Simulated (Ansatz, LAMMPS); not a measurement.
# Aqueous Cs+ and SO4 2-, 1.9 mol of salt per kg of water, from a frame at 330 K (94 atoms): geometry optimisation, part 2 of 2

Aim: bring aqueous Cs+ and SO4 2-, 1.9 mol of salt per kg of water, from a frame at 330 K (94 atoms) to a nearby minimum of the energy and see what moves.

Ansatz 0.2.0; Kohn-Sham DFT, PBE+D4, PAW (set soft_2), plane waves.

The cell: 33 O, 1 S, 58 H and 2 Cs. The network of contacts between molecules at the start is that of the classical potential that made the cell. The concentration wasn't checked against solubility and may exceed it. The density was typed from a rule of thumb and may lie off the real one at this temperature. Only the Γ point is sampled, in a cell whose shortest periodic width is 10 Å.

So far. Step 4 (Relaxation): The relaxation changed the energy by -67.5 meV/atom, and atoms moved by 0.67 Å r.m.s., 1.5 Å at most.

### 6. Single point at the relaxed geometry

The electronic structure is read at the final geometry, in a run of its own.

input.yaml reads:

```yaml
crystal:
  lattice:
    - [9.89209, 0.0, 0.0]
    - [0.0, 9.89209, 0.0]
    - [0.0, 0.0, 9.89209]
  atoms:
    - { symbol: O, position: [0.50549, 0.37081, 0.18875] }
    - { symbol: S, position: [0.46518, 0.39817, 0.33263] }
    - { symbol: O, position: [0.31566, 0.42529, 0.33868] }
    - { symbol: O, position: [0.49855, 0.27797, 0.41773] }
    - { symbol: O, position: [0.5394, 0.51887, 0.38605] }
    - { symbol: O, position: [0.15753, 0.95888, 0.68432] }
    - { symbol: H, position: [0.14338, 0.98063, 0.78195] }
    - { symbol: H, position: [0.12486, 0.04022, 0.63343] }
    - { symbol: O, position: [0.2874, 0.59622, 0.83936] }
    - { symbol: H, position: [0.30092, 0.50281, 0.87399] }
    - { symbol: H, position: [0.34632, 0.60404, 0.75823] }
    - { symbol: O, position: [0.37599, 0.99061, 0.04289] }
    - { symbol: H, position: [0.39398, 0.01771, 0.13747] }
    - { symbol: H, position: [0.37982, 0.88648, 0.04261] }
    - { symbol: O, position: [0.39301, 0.0373, 0.32209] }
    - { symbol: H, position: [0.3007, 0.07687, 0.312] }
    - { symbol: H, position: [0.44499, 0.11859, 0.34938] }
    - { symbol: O, position: [0.74254, 0.17776, 0.88104] }
    - { symbol: H, position: [0.79323, 0.25557, 0.84442] }
    - { symbol: H, position: [0.64764, 0.18852, 0.85261] }
    - { symbol: O, position: [0.98813, 0.75841, 0.30218] }
    - { symbol: H, position: [0.93312, 0.68036, 0.33518] }
    - { symbol: H, position: [0.93005, 0.83898, 0.31565] }
    - { symbol: O, position: [0.46462, 0.13826, 0.83802] }
    - { symbol: H, position: [0.4336, 0.07591, 0.91159] }
    - { symbol: H, position: [0.43791, 0.09665, 0.75276] }
    - { symbol: O, position: [0.93612, 0.50056, 0.01838] }
    - { symbol: H, position: [0.97585, 0.59284, 0.01136] }
    - { symbol: H, position: [0.846, 0.51801, 0.0598] }
    - { symbol: O, position: [0.57466, 0.38607, 0.6859] }
    - { symbol: H, position: [0.56032, 0.48327, 0.6913] }
    - { symbol: H, position: [0.5281, 0.36007, 0.60255] }
    - { symbol: O, position: [0.58002, 0.77689, 0.29531] }
    - { symbol: H, position: [0.49374, 0.82382, 0.28739] }
    - { symbol: H, position: [0.55605, 0.68922, 0.33662] }
    - { symbol: O, position: [0.11981, 0.00412, 0.9509] }
    - { symbol: H, position: [0.08313, 0.09379, 0.97554] }
    - { symbol: H, position: [0.21194, 0.00372, 0.99238] }
    - { symbol: O, position: [0.16953, 0.19335, 0.29354] }
    - { symbol: H, position: [0.22013, 0.2787, 0.3087] }
    - { symbol: H, position: [0.12478, 0.21029, 0.20448] }
    - { symbol: O, position: [0.81656, 0.64285, 0.66713] }
    - { symbol: H, position: [0.914, 0.66737, 0.67997] }
    - { symbol: H, position: [0.81299, 0.55176, 0.70711] }
    - { symbol: O, position: [0.38803, 0.73389, 0.04872] }
    - { symbol: H, position: [0.33353, 0.71305, 0.13124] }
    - { symbol: H, position: [0.34624, 0.68455, 0.97112] }
    - { symbol: O, position: [0.33285, 0.35201, 0.96121] }
    - { symbol: H, position: [0.38048, 0.28514, 0.90338] }
    - { symbol: H, position: [0.39073, 0.3638, 0.04173] }
    - { symbol: O, position: [0.70596, 0.1604, 0.15209] }
    - { symbol: H, position: [0.72805, 0.17594, 0.05527] }
    - { symbol: H, position: [0.63503, 0.22647, 0.17301] }
    - { symbol: O, position: [0.79378, 0.95795, 0.31655] }
    - { symbol: H, position: [0.76599, 0.02823, 0.25057] }
    - { symbol: H, position: [0.71633, 0.8954, 0.32267] }
    - { symbol: O, position: [0.08161, 0.6903, 0.68304] }
    - { symbol: H, position: [0.10437, 0.7869, 0.66887] }
    - { symbol: H, position: [0.14205, 0.65953, 0.75702] }
    - { symbol: O, position: [0.16909, 0.43498, 0.58501] }
    - { symbol: H, position: [0.22578, 0.43733, 0.50341] }
    - { symbol: H, position: [0.13578, 0.52806, 0.59602] }
    - { symbol: O, position: [0.98536, 0.76747, 0.03022] }
    - { symbol: H, position: [0.9912, 0.76646, 0.13104] }
    - { symbol: H, position: [0.03981, 0.84569, 0.00079] }
    - { symbol: O, position: [0.08623, 0.26428, 0.04558] }
    - { symbol: H, position: [0.02726, 0.34503, 0.04705] }
    - { symbol: H, position: [0.17552, 0.29796, 0.01271] }
    - { symbol: O, position: [0.26514, 0.70175, 0.28866] }
    - { symbol: H, position: [0.27126, 0.60485, 0.30979] }
    - { symbol: H, position: [0.16916, 0.72652, 0.30081] }
    - { symbol: O, position: [0.8952, 0.39254, 0.77898] }
    - { symbol: H, position: [0.983, 0.38105, 0.73614] }
    - { symbol: H, position: [0.9149, 0.43666, 0.86903] }
    - { symbol: O, position: [0.68258, 0.89639, 0.6499] }
    - { symbol: H, position: [0.58616, 0.89741, 0.62681] }
    - { symbol: H, position: [0.71241, 0.80227, 0.63919] }
    - { symbol: O, position: [0.40634, 0.92961, 0.58693] }
    [... 10 atom lines left out ...]
    - { symbol: H, position: [0.46391, 0.60635, 0.53785] }
    - { symbol: O, position: [0.07557, 0.17774, 0.54771] }
    - { symbol: H, position: [0.10781, 0.26924, 0.57306] }
    - { symbol: H, position: [0.09897, 0.17319, 0.44991] }
    - { symbol: Cs, position: [0.77239, 0.17882, 0.53529] }
    - { symbol: Cs, position: [0.6976, 0.8574, 0.9539] }
kpoints:
  mp_grid: { grid: [1, 1, 1] }
hamiltonian:
  xc: pbe
  dispersion: d4
scf:
  occupations: { method: fermi_dirac, width: 0.025 }
output:
  forces: true
  stress: true
  populations: true
  dos:
    method: { smearing: { sigma: 0.15 } }
    de: 0.1
    projected: { site_lists: { Cs: [Cs], H: [H], O: [O], S: [S] } }
  eigenvalues: true
  write_density: true
  write_potential: true
  volumetric_format: npy
```

Started as:

```bash
> ansatz run input.yaml --threads 4 --pin off --max-ram 8192MiB --backend cpu --events-out ev --progress --plain --runs-dir out
```

Elapsed: 9.1 s, on 4 threads of Arm Neoverse V2, shared host; peak memory 1.1 GiB; 35 s of CPU time.

Numbers from this run:

```yaml
free_energy: -31912.0782 eV
free_energy_per_atom: -339.4902 eV/atom
scf_cycles: 9
pressure: -0.007845 GPa
r_m_s_force_component: 0.00761 eV/Å
longest_force: 0.03978 eV/Å
fermi_energy: 0.9589 eV
spacing_of_highest_filled_and_lowest_empty_level: 4.953 eV
spilling_of_the_projection: 0.01122
```

Löwdin charges by element (they lack the spilled electrons, 0.033 e an atom on average):

| element | coordination | atoms | mean charge (e) | spread | least | most |
| --- | --- | --- | --- | --- | --- | --- |
| Cs | all | 2 | 0.890 | 9.0e-4 | 0.889 | 0.891 |
| H | all | 58 | 0.385 | 0.0081 | 0.361 | 0.406 |
| O | all | 33 | -0.709 | 0.0332 | -0.799 | -0.665 |
| S | all | 1 | 2.44 | 0 | 2.44 | 2.44 |

States in the cell by windows of 1 eV, zero at the Fermi level; the larger projections on atomic orbitals stand beside the total:

```csv
from (eV),to (eV),total,O p,H s,O s,Cs p
-10,-9,16.5,11.2,4.7,0.1,0.2
-9,-8,44.7,28.6,11.4,0.4,3.7
-8,-7,14.8,4.9,0.7,0.8,7.6
-7,-6,15.1,11.5,1.7,1.7,0.1
-6,-5,24.3,19.7,1.7,2.4,0.1
-5,-4,26.8,23.8,0.7,1.5,0.1
-4,-3,38.7,37.8,0.2,0.1,0.1
-3,-2,27.1,26.6,0.1,0.0,0.1
-2,2,0.0,0.0,0.0,0.0,0.0
2,3,2.0,0.0,0.9,0.5,0.0
3,4,0.0,0.0,0.0,0.0,0.0
4,5,12.6,0.9,5.6,1.8,0.0
```

Between -25 and -10 eV lie 72 more states.

The levels nearest the highest filled one (over half full), pooled over k-points and spins:

```
level less the highest filled one (eV)  occupation
                                -0.267           2
                                -0.247           2
                                -0.186           2
                                -0.115           2
                               -0.0626           2
                                     0           2
                                  4.95           0
                                  6.74           0
                                  6.78           0
                                  6.90           0
                                  6.98           0
                                  7.08           0
```

Electrostatic potential energy in the ab plane at fractional z = 0.317, with atoms of S and O and H within 0.2 Å of it. With pseudopotentials it is smooth inside the atoms' cores, unlike the true potential.

Ten even steps from '0' (-42 eV) to '9' (6 eV), each cell a mean:
```
9999999999768999999960017999
9999999999999999999620028999
9999999999999889998415689768
8999999999998657679878998305
2799999999998641028999999621
0498667579999861017999999820
2698322027999972259999999731
8999773017999972489999999515
9999997238999998899999999878
9999997238999999999999999999
9999999789999988999988999999
9999999999988876899988999999
9999999732563247899999999999
9999999500120005899999999999
9999999721320104899999999999
9999998888751026899999999999
9999963699987678999999999999
9999631699999999999999999999
9995104899999999999999999999
9995004999998899999999999999
9998558888885799999999999999
9999999613433799999999999999
9999999721001799999999899999
9999999985002899999985259999
```
Columns run along a (9.9 Å; values clipped at the 3rd and 97th percentile), rows up along b (9.9 Å). Atoms in or near the plane, at fractional coordinates: S at (0.47, 0.40), O at (0.39, 0.04), H at (0.30, 0.08), O at (0.99, 0.76), H at (0.93, 0.68), H at (0.93, 0.84), H at (0.56, 0.69), H at (0.22, 0.28), O at (0.79, 0.96), H at (0.72, 0.90), H at (0.27, 0.60), H at (0.17, 0.73).

Valence density in the ab plane at fractional z = 0.317, with atoms of S and O and H within 0.2 Å of it. It is the smooth field of the valence electrons, not physical close to the nuclei.

Values in e/Å³, 13 rows by 16 columns, each cell a mean:
```
0.0 0.0 0.0 0.0 0.0 0.3 0.8 0.3 0.0 0.0 0.1 1.1 5.1 3.7 0.3 0.0
0.2 0.0 0.0 0.0 0.0 0.0 0.0 0.1 0.4 0.4 0.3 0.8 1.1 0.6 0.4 0.5
2.7 0.3 0.1 0.3 0.4 0.2 0.0 0.3 1.9 4.5 1.3 0.1 0.0 0.1 0.7 3.3
2.7 0.4 0.6 2.0 4.0 1.0 0.1 0.1 1.2 2.6 0.6 0.1 0.0 0.1 0.6 3.3
0.2 0.1 0.1 0.9 2.4 0.6 0.1 0.1 0.3 0.3 0.1 0.0 0.1 0.1 0.3 0.5
0.0 0.0 0.0 0.2 0.5 0.2 0.1 0.2 0.6 0.4 0.1 0.1 0.2 0.4 0.2 0.0
0.0 0.0 0.0 0.1 1.0 1.6 0.6 0.7 1.1 0.6 0.1 0.1 0.1 0.2 0.1 0.0
0.0 0.0 0.0 0.2 2.7 4.4 1.6 0.7 0.9 0.3 0.0 0.0 0.0 0.0 0.0 0.0
0.0 0.0 0.1 0.3 0.5 0.7 0.6 0.8 0.7 0.2 0.0 0.0 0.0 0.0 0.0 0.0
0.0 0.3 1.5 1.8 0.4 0.1 0.1 0.3 0.3 0.1 0.0 0.0 0.0 0.0 0.0 0.0
0.0 0.6 4.1 2.9 0.3 0.1 0.1 0.2 0.1 0.0 0.0 0.0 0.0 0.0 0.0 0.0
0.0 0.1 0.6 0.5 0.5 1.1 1.9 0.9 0.1 0.0 0.0 0.0 0.1 0.0 0.0 0.0
0.0 0.0 0.0 0.0 0.4 2.3 5.7 1.6 0.1 0.0 0.0 0.3 1.4 0.9 0.1 0.0
```
Columns run along a (9.9 Å), rows up along b (9.9 Å). Atoms in or near the plane, at fractional coordinates: S at (0.47, 0.40), O at (0.39, 0.04), H at (0.30, 0.08), O at (0.99, 0.76), H at (0.93, 0.68), H at (0.93, 0.84), H at (0.56, 0.69), H at (0.22, 0.28), O at (0.79, 0.96), H at (0.72, 0.90), H at (0.27, 0.60), H at (0.17, 0.73).

Mean Löwdin charges: Cs +0.89, H +0.39, O -0.71, S +2.44 e (they miss 1.1 % of the electrons, so they add up to more than the cell's charge). The largest share in the top eV of filled states is O p (99 % of the projected weight), and in the lowest eV of empty states H s (45 % of the projected weight).

A closer look about S2, the only S atom: 16 atoms, nearest first, numbered in the order of the input, with positions taken from that point.

| atom | x | y | z | distance (Å) | Löwdin charge (e) |
| --- | --- | --- | --- | --- | --- |
| S2 | 0.00 | 0.00 | 0.00 | 0.00 | 2.44 |
| O4 | 0.33 | -1.19 | 0.84 | 1.49 | -0.80 |
| O5 | 0.73 | 1.19 | 0.53 | 1.50 | -0.78 |
| O1 | 0.40 | -0.27 | -1.42 | 1.50 | -0.77 |
| O3 | -1.48 | 0.27 | 0.06 | 1.50 | -0.77 |
| H40 | -2.42 | -1.18 | -0.24 | 2.71 | 0.38 |
| H83 | 1.52 | 0.97 | -2.10 | 2.77 | 0.39 |
| H32 | 0.62 | -0.38 | 2.67 | 2.77 | 0.38 |
| H17 | -0.20 | -2.77 | 0.17 | 2.78 | 0.38 |
| H70 | -1.92 | 2.04 | -0.23 | 2.81 | 0.39 |
| H53 | 1.68 | -1.70 | -1.58 | 2.86 | 0.39 |
| H89 | -0.01 | 2.06 | 2.03 | 2.89 | 0.38 |
| H61 | -2.37 | 0.39 | 1.69 | 2.93 | 0.39 |
| H50 | -0.74 | -0.34 | -2.88 | 2.99 | 0.40 |
| H35 | 0.90 | 2.88 | 0.04 | 3.02 | 0.39 |
| H86 | 2.79 | 1.33 | 0.41 | 3.12 | 0.39 |

### 7. What came out

- energy change in the relaxation: -67.55 meV/atom
- r.m.s. displacement: 0.672 Å
- largest displacement: 1.529 Å
- free energy per atom: -339.4902 eV/atom
- pressure: -0.007845 GPa
- r.m.s. force component: 0.00761 eV/Å
- gap (highest filled to lowest empty level): 4.953 eV
- wall time of the 3 DFT runs: 2.5 min

In words: Relaxation lowers the energy by 67.5 meV/atom and moves atoms by 0.67 Å r.m.s.; the r.m.s. force component goes from 0.65 to 0.0076 eV/Å, the pressure goes from -0.012 to -0.0078 GPa, and the gap from 4.24 to 4.95 eV. First to last step the energy falls by 6.349 eV; the largest move, 1.53 Å, is that of H31, with 1 other atom within 2 % of it. Between filled and empty levels lie 4.95 eV (at Γ alone); a semilocal functional tends to put such gaps too low. In a disordered cell it changes from sample to sample and from frame to frame.

**Limits.** The network of contacts between molecules at the start is that of the classical potential that made the cell; in DFT atoms moved by 0.67 Å r.m.s. The program warns that the dispersion model switches its C6 values near this geometry, which can put artefacts into forces and pressure. The relaxed geometry lies near a switch of the dispersion model's C6 values, so it may be an artefact of their interpolation.

[Logs are printed without paths, hosts, clocks, repeated set-up lines and the standing remarks that a program may print on its own settings, such as how far it seeks lower states.]

[Hosts, paths, dates, database ids (printed as entryN), source tags and the programs' standing remarks are cut or masked in the printed files.]
